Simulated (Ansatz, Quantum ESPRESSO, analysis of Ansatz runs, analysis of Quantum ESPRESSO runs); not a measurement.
# Reproducing a measured local vibrational mode: U centre (hydride ion on a halide site) in LiF (Quantum ESPRESSO), part 2 of 2

Aim: the local vibrational mode of the U centre (hydride ion on a halide site) in LiF, to be set beside the measurement. Set-up: PBE, GBRV 1.5 PBE, 64-site cell, PBE lattice, k: the zone centre alone, start relaxed with Ansatz. The model is a cell of 64 host atoms with 1 F taken out and 1 H put in. The frequencies come from force constants among the defect atom and its neighbours, with the masses of the isotopes named. A local or semilocal functional is the cheapest first rung.

Quantum ESPRESSO 7.5; PBE, GBRV 1.5 PBE, 64-site cell, PBE lattice, k: the zone centre alone, start relaxed with Ansatz.

So far: The structure; Relaxation, charge 0.

## 3. Atom Li12 moved by 0.015 A along x

Force constants come from the forces after small displacements; symmetry gives the rest. One such run is shown.

This step: Quantum ESPRESSO plane-wave DFT, PBE, GBRV 1.5 PBE potentials; single point of a defect supercell.

File pw.in:

```
&CONTROL
  calculation = 'scf'
  prefix = 'pwscf'
  outdir = './tmp'
  pseudo_dir = './pseudo'
  tprnfor = .true.
  disk_io = 'low'
/
&SYSTEM
  ibrav = 0
  nat = 64
  ntyp = 3
  ecutwfc = 45
  ecutrho = 360
  nbnd = 161
  occupations = 'smearing'
  smearing = 'fd'
  degauss = 0.00073499
/
&ELECTRONS
  conv_thr = 1d-10
  electron_maxstep = 100
  mixing_beta = 0.5
/
ATOMIC_SPECIES
Li     6.9400 li_pbe_v1.4.uspp.F.UPF
F     18.9984 f_pbe_v1.4.uspp.F.UPF
H      1.0080 h_pbe_v1.4.uspp.F.UPF
CELL_PARAMETERS angstrom
   8.1305109237    0.0000000000    0.0000000000
   0.0000000000    8.1305109237    0.0000000000
   0.0000000000    0.0000000000    8.1305109237
ATOMIC_POSITIONS crystal
Li     0.0000058133    0.0000000000    0.0000000000
Li     0.0000912066    0.2500912066    0.2500912066
[... 5 atom lines left out ...]
F      0.2500000000    0.2500802937    0.2500802937
[... 3 atom lines left out ...]
Li     0.2518449025    0.2494692896    0.5000000000
[... 1 atom line left out ...]
F      0.0000802937    0.2500802937    0.5000000000
[... 4 atom lines left out ...]
Li     0.2500000000    0.5000000000    0.2494692896
[... 1 atom line left out ...]
F      0.0000802937    0.5000000000    0.2500802937
[... 3 atom lines left out ...]
Li    -0.0005307104    0.5000000000    0.5000000000
[... 1 atom line left out ...]
Li     0.2500000000    0.5000000000    0.7505307104
Li     0.2500000000    0.7505307104    0.5000000000
[... 2 atom lines left out ...]
H      0.2500000000    0.5000000000    0.5000000000
[... 14 atom lines left out ...]
F      0.4999197063    0.2500802937    0.5000000000
[... 6 atom lines left out ...]
F      0.4999197063    0.5000000000    0.2500802937
[... 3 atom lines left out ...]
Li     0.5005307104    0.5000000000    0.5000000000
[... 6 atom lines left out ...]
F      0.7500000000    0.7499665046    0.7499665046
K_POINTS gamma
```

Launch:

```sh
OMP_NUM_THREADS=1 mpirun -n 2 pw.x -in pw.in > pw.out
```

What it wrote:

```text
[banner, memory and clock lines left out]
          URL

     gamma-point specific algorithms are used
     Message from routine setup:
     using ibrav=0 with symmetry is DISCOURAGED, use correct ibrav instead

     bravais-lattice index     =            0
     lattice parameter (alat)  =      15.3644  a.u.
     unit-cell volume          =    3627.0214 (a.u.)^3
     number of atoms/cell      =           64
     number of atomic types    =            3
     number of electrons       =       314.00
     number of Kohn-Sham states=          161
     kinetic-energy cutoff     =      45.0000  Ry
     charge density cutoff     =     360.0000  Ry
     scf convergence threshold =      1.0E-10
     mixing beta               =       0.5000
     number of iterations used =            8  plain     mixing
     Exchange-correlation=  SLA  PW   PBX  PBC
                           (   1   4   3   4   0   0   0)

     celldm(1)=  15.364439  celldm(2)=   0.000000  celldm(3)=   0.000000
     celldm(4)=   0.000000  celldm(5)=   0.000000  celldm(6)=   0.000000

     crystal axes: (cart. coord. in units of alat)
               a(1) = (   1.000000   0.000000   0.000000 )
               a(2) = (   0.000000   1.000000   0.000000 )
               a(3) = (   0.000000   0.000000   1.000000 )

     reciprocal axes: (cart. coord. in units 2 pi/alat)
               b(1) = (  1.000000  0.000000  0.000000 )
               b(2) = (  0.000000  1.000000  0.000000 )
               b(3) = (  0.000000  0.000000  1.000000 )

     PseudoPot. # 1 for Li read from file:
     li_pbe_v1.4.uspp.F.UPF
     Pseudo is Ultrasoft, Zval =  3.0
     Generated by new atomic code, or converted to UPF format
     Using radial grid of  751 points,  5 beta functions with:
                l(1) =   0
                l(2) =   0
                l(3) =   0
                l(4) =   1
                l(5) =   1
     Q(r) pseudized with 10 coefficients,  rinner =    1.150   1.150   1.150

     PseudoPot. # 2 for F  read from file:
     f_pbe_v1.4.uspp.F.UPF
     Pseudo is Ultrasoft, Zval =  7.0
     Generated by new atomic code, or converted to UPF format
     Using radial grid of  799 points,  4 beta functions with:
                l(1) =   0
                l(2) =   0
                l(3) =   1
                l(4) =   1
     Q(r) pseudized with  8 coefficients,  rinner =    0.950   0.950   0.950

     PseudoPot. # 3 for H  read from file:
     h_pbe_v1.4.uspp.F.UPF
     Pseudo is Ultrasoft, Zval =  1.0
     Generated by new atomic code, or converted to UPF format
     Using radial grid of  615 points,  2 beta functions with:
                l(1) =   0
                l(2) =   0
     Q(r) pseudized with  8 coefficients,  rinner =    0.700

     atomic species   valence    mass     pseudopotential
     Li                3.00     6.94000     Li( 1.00)
     F                 7.00    18.99840     F ( 1.00)
     H                 1.00     1.00800     H ( 1.00)

      2 Sym. Ops. (no inversion) found

   Cartesian axes

     site n.     atom                  positions (alat units)
         1        Li     tau(   1) = (   0.0000058   0.0000000   0.0000000  )
         2        Li     tau(   2) = (   0.0000912   0.2500912   0.2500912  )
         3        Li     tau(   3) = (   0.2500000   0.0000000   0.2500483  )
         4        Li     tau(   4) = (   0.2500000   0.2500483   0.0000000  )
         5        F      tau(   5) = (   0.0000335   0.0000000   0.2500335  )
         6        F      tau(   6) = (   0.0000335   0.2500335   0.0000000  )
         7        F      tau(   7) = (   0.2500000   0.0000000   0.0000000  )
         8        F      tau(   8) = (   0.2500000   0.2500803   0.2500803  )
         9        Li     tau(   9) = (   0.0000483   0.0000000   0.5000000  )
        10        Li     tau(  10) = (   0.0000912   0.2500912   0.7499088  )
        11        Li     tau(  11) = (   0.2500000   0.0000000   0.7499517  )
        12        Li     tau(  12) = (   0.2518449   0.2494693   0.5000000  )
        13        F      tau(  13) = (   0.0000335   0.0000000   0.7499665  )
        14        F      tau(  14) = (   0.0000803   0.2500803   0.5000000  )
        15        F      tau(  15) = (   0.2500000   0.0000000   0.5000000  )
        16        F      tau(  16) = (   0.2500000   0.2500803   0.7499197  )
        17        Li     tau(  17) = (   0.0000483   0.5000000   0.0000000  )
        18        Li     tau(  18) = (   0.0000912   0.7499088   0.2500912  )
[...]
21        F      tau(  21) = (   0.0000803   0.5000000   0.2500803  )
        22        F      tau(  22) = (   0.0000335   0.7499665   0.0000000  )
[...]
31        H      tau(  31) = (   0.2500000   0.5000000   0.5000000  )
[...]
52        Li     tau(  52) = (   0.7500000   0.7499942   0.0000000  )
[...]
56        F      tau(  56) = (   0.7500000   0.7499665   0.2500335  )
        57        Li     tau(  57) = (   0.5005307   0.5000000   0.5000000  )
        58        Li     tau(  58) = (   0.4999088   0.7499088   0.7499088  )
        59        Li     tau(  59) = (   0.7500000   0.5000000   0.7499517  )
[...]
Diagonalizing with lowered threshold

     Davidson diagonalization with overlap
     ethr =  3.86E-04,  avg # of iterations =  2.0

     total energy              =   -1979.88261008 Ry
     estimated scf accuracy    <       1.27718902 Ry

     iteration #  2     ecut=    45.00 Ry     beta= 0.50
     Davidson diagonalization with overlap
     ethr =  4.07E-04,  avg # of iterations =  2.0

     total energy              =   -1979.98733293 Ry
     estimated scf accuracy    <       0.15700954 Ry

     iteration #  3     ecut=    45.00 Ry     beta= 0.50
     Davidson diagonalization with overlap
     ethr =  5.00E-05,  avg # of iterations =  5.0

     total energy              =   -1979.99131804 Ry
     estimated scf accuracy    <       0.02468548 Ry

     iteration #  4     ecut=    45.00 Ry     beta= 0.50
     Davidson diagonalization with overlap
     ethr =  7.86E-06,  avg # of iterations =  5.0

     total energy              =   -1979.99588997 Ry
     estimated scf accuracy    <       0.00234286 Ry

     iteration #  5     ecut=    45.00 Ry     beta= 0.50
     Davidson diagonalization with overlap
     ethr =  7.46E-07,  avg # of iterations =  7.0

     total energy              =   -1979.99663844 Ry
     estimated scf accuracy    <       0.00018589 Ry

     iteration #  6     ecut=    45.00 Ry     beta= 0.50
     Davidson diagonalization with overlap
     ethr =  5.92E-08,  avg # of iterations =  3.0

     total energy              =   -1979.99662375 Ry
     estimated scf accuracy    <       0.00010317 Ry

     iteration #  7     ecut=    45.00 Ry     beta= 0.50
     Davidson diagonalization with overlap
     ethr =  3.29E-08,  avg # of iterations =  3.0

     total energy              =   -1979.99665784 Ry
     estimated scf accuracy    <       0.00008338 Ry

     iteration #  8     ecut=    45.00 Ry     beta= 0.50
     Davidson diagonalization with overlap
     ethr =  2.66E-08,  avg # of iterations =  2.0

     total energy              =   -1979.99666928 Ry
     estimated scf accuracy    <       0.00000196 Ry

     iteration #  9     ecut=    45.00 Ry     beta= 0.50
     Davidson diagonalization with overlap
     ethr =  6.25E-10,  avg # of iterations =  3.0

     total energy              =   -1979.99667003 Ry
     estimated scf accuracy    <       0.00000005 Ry

     iteration # 10     ecut=    45.00 Ry     beta= 0.50
     Davidson diagonalization with overlap
     ethr =  1.71E-11,  avg # of iterations =  5.0

     total energy              =   -1979.99667009 Ry
     estimated scf accuracy    <       0.00000001 Ry

     iteration # 11     ecut=    45.00 Ry     beta= 0.50
     Davidson diagonalization with overlap
     ethr =  4.42E-12,  avg # of iterations =  3.0

     total energy              =   -1979.99667008 Ry
     estimated scf accuracy    <       0.00000002 Ry

     iteration # 12     ecut=    45.00 Ry     beta= 0.50
     Davidson diagonalization with overlap
     ethr =  4.42E-12,  avg # of iterations =  2.0

     total energy              =   -1979.99667009 Ry
     estimated scf accuracy    <          1.4E-10 Ry

     iteration # 13     ecut=    45.00 Ry     beta= 0.50
     Davidson diagonalization with overlap
     ethr =  1.00E-13,  avg # of iterations =  3.0

     End of self-consistent calculation

          k = 0.0000 0.0000 0.0000 (  9307 PWs)   bands (ev):

   -40.4052 -40.3771 -40.3758 -40.3738 -40.3731 -40.3716 -40.3666 -40.3619
   -40.3612 -40.3612 -40.3593 -40.3586 -40.3584 -40.3580 -40.3570 -40.3549
   -40.3544 -40.3532 -40.3488 -40.3474 -40.3454 -40.3443 -40.3442 -40.3434
   -40.3423 -40.3396 -40.3194 -40.3097 -40.3084 -40.3083 -40.3014 -40.2990
   -19.3454 -19.0743 -19.0718 -19.0698 -19.0677 -19.0644 -19.0384 -18.9498
   -18.9473 -18.9468 -18.9435 -18.9316 -18.9315 -18.9312 -18.9242 -18.9240
   -18.9240 -18.9239 -18.9239 -18.9239 -18.9233 -18.9139 -18.7931 -18.7307
   -18.7287 -18.7270 -18.7250 -18.7214 -18.7095 -18.7006 -18.6990  -2.3150
    -2.3145  -2.3140  -1.8976  -1.8596  -1.8593  -1.8591  -1.4810  -1.4576
    -1.4568  -1.4568  -1.4558  -1.4530  -1.4527  -1.4520  -1.4505  -1.4484
[...]
-0.2305  -0.1326  -0.1316  -0.1303   0.0461   0.0470   0.0471   0.0478
     0.0506   0.0509   0.0512   0.0522   0.0540   0.1606   0.1625   0.1645
     0.2996   0.3006   0.3009   0.3010   0.3037   0.3045   0.3048   0.3053
     0.3067   0.3126   0.3126   0.3127   0.3205   0.3205   0.3206   0.3222
     0.3223   0.5156   0.5166   0.5176   2.6099   9.5143  10.8483  10.8508
    10.8533

     the Fermi energy is     4.5210 ev

!    total energy              =   -1979.99667009 Ry
     estimated scf accuracy    <          5.6E-11 Ry
     smearing contrib. (-TS)   =       0.00000000 Ry
     internal energy E=F+TS    =   -1979.99667009 Ry

     The total energy is F=E-TS. E is the sum of the following terms:
     one-electron contribution =    -891.67787291 Ry
     hartree contribution      =     566.20146566 Ry
     xc contribution           =    -404.81798961 Ry
     ewald contribution        =   -1249.70227323 Ry

     convergence has been achieved in  13 iterations

     Forces acting on atoms (cartesian axes, Ry/au):

     atom    1 type  1   force =     0.00001595    0.00000468    0.00000000
     atom    2 type  1   force =     0.00028825    0.00016038    0.00049624
     atom    3 type  1   force =    -0.00012661    0.00000101   -0.00001826
     atom    4 type  1   force =    -0.00002944   -0.00001933    0.00000000
     atom    5 type  2   force =     0.00004927   -0.00007772   -0.00001125
     atom    6 type  2   force =     0.00007002    0.00006708    0.00000000
     atom    7 type  2   force =     0.00004291   -0.00000033    0.00000000
     atom    8 type  2   force =     0.00035790    0.00002793    0.00002894
     atom    9 type  1   force =     0.00010539    0.00033445    0.00000000
     atom   10 type  1   force =     0.00028825    0.00016038   -0.00049624
[...]
atom   60 type  1   force =     0.00003387    0.00001932    0.00000000
     atom   61 type  2   force =    -0.00002972   -0.00007627   -0.00008916
     atom   62 type  2   force =    -0.00001773   -0.00001790    0.00000000
     atom   63 type  2   force =    -0.00014992   -0.00000053    0.00000000
     atom   64 type  2   force =    -0.00004035   -0.00006539   -0.00006535

     Total force =     0.002738     Total SCF correction =     0.000002
```

The job ended after 48 s (2 MPI ranks of Arm Neoverse V1, shared host; peak memory 0.54 GiB).

## 4. Local vibrational modes

Analysis of the runs above: force constants by central differences of Quantum ESPRESSO plane-wave DFT, PBE, GBRV 1.5 PBE potentials forces among the atoms nearest to a defect, the others at rest.

The modes with the largest weight on the probed atoms (the light atom of a pair), for the masses of each isotope. Modes of the displaced atoms (local only where they lie over the host's phonons):

```
isotopes  mode (cm⁻¹)  share of the defect atoms
       H        939.5                      0.984
       H        939.5                      0.984
       H        939.5                      0.984
       D        670.9                      0.954
       D        670.9                      0.954
       D        670.9                      0.954
```

## 5. Summary of results

```
distance from the defect atom to its nearest neighbour : 2.037 Å
threefold local mode of H-                             : 940 cm⁻¹
threefold local mode of D-                             : 671 cm⁻¹
```

In words: Threefold local mode of H-: computed 940 cm⁻¹, measured 1024 cm⁻¹; 84 cm⁻¹ (8 %) below the measurement. Threefold local mode of D-: computed 671 cm⁻¹, measured 746 cm⁻¹; 75 cm⁻¹ (10 %) below the measurement. The ion's well is wide, so the mode is sensitive to the lattice constant, one possible source of the difference. Only the named neighbours move, so modes near the host's band are approximate. Limits: the zone centre alone is a coarse sampling for this cell; the periodic copies of the defect are only 8.1 Å apart.

[Logs are printed without paths, hosts, clocks, repeated set-up lines and the standing remarks that a program may print on its own settings, such as how far it seeks lower states.]

[Hosts, paths, dates, database ids (printed as entryN), source tags and the programs' standing remarks are cut or masked in the printed files.]

[For some hosts the program warned that the k-mesh of the response run may be too coarse for force constants and the static dielectric constant; such warnings are not shown here.]
